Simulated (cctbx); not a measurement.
## Symmetry from intensities

Cell: a = 10.9490 Å, b = 10.9490 Å, c = 10.9490 Å, α = 90.00°, β = 90.00°, γ = 90.00°. Expected content of the cell: Tm8 Fe104.

Simulated single-crystal data (cctbx): synchrotron X-rays, λ = 0.4959 Å, to d = 0.77 Å, 70 % of the full sphere, strongest reflection 20000 counts, noise from counting, a 6 % proportional error and a noise floor of 8 counts (s.d.); no absorption.

A first pass over the reflections prints:

```text
8453 reflections to d = 0.770 A
centring   violations  <I/sigma> of those
    A          0 of  4261      0.0
    B          0 of  4245      0.0
    C          0 of  4262      0.0
    I        589 of  4235      1.8
    R       1050 of  5628      2.5
    F          0 of  6384      0.0
Laue class    unique    Rint  (classes that these axes allow; Friedel mates merged)
F m m m           433   0.043
F m -3            151   0.046
F m -3 m          106   0.047
space group    extra absences  I>4sigma  <I/sigma>
F 4 3 2                 0          0         -  acentric
F -4 3 m                0          0         -  acentric
F -4 3 c              418          0      -0.0  acentric
F m -3 m                0          0         -  centric
F m -3 c              418          0      -0.0  centric
Wilson B = 0.91 A^2   <|E^2-1|> = 0.793 (0.968 centric, 0.736 acentric)   E^2>4: 2.2 %
shell (A)         n   <I/sigma>
 6.32 - 1.54     19     30.0
 1.54 - 1.23     15     36.0
 1.23 - 1.07     14     45.8
 1.07 - 0.97     10     44.2
 0.97 - 0.91     13     47.9
 0.91 - 0.85     12     44.8
 0.85 - 0.81     12     38.9
 0.81 - 0.77     11     47.7
```

Q: Read the symmetry from these tables.

The reflections that A, B, C and F centring forbids are absent (⟨I/σ⟩ near 0), so the lattice is F. F holds A, B and C together.

Rint stays low (0.043 to 0.047) up to F m -3 m, the highest class in these axes.

5 settings pass the absence test. The most absences obeyed, 418, belong to F -4 3 c and F m -3 c, which absences can't tell apart.

⟨|E²−1|⟩ = 0.793 leans to a non-centrosymmetric structure. Here that hint misleads: the statistic assumes many like atoms on general positions, and few, heavy or special-position atoms break it. The Wilson B of 0.91 Å² means U ≈ 0.0115 Å².

The true group is Fm-3c (no. 226), Laue class m-3m, centrosymmetric. The tables only narrow the choice to the tied entries; cell content, site symmetry and trial solutions must settle it.

The model was made for the exercise: a known structure type with other elements put in, its volume estimated, not relaxed; displacement parameters are assumed.

[Logs are printed without paths, hosts, clocks, repeated set-up lines and the standing remarks that a program may print on its own settings, such as how far it seeks lower states.]
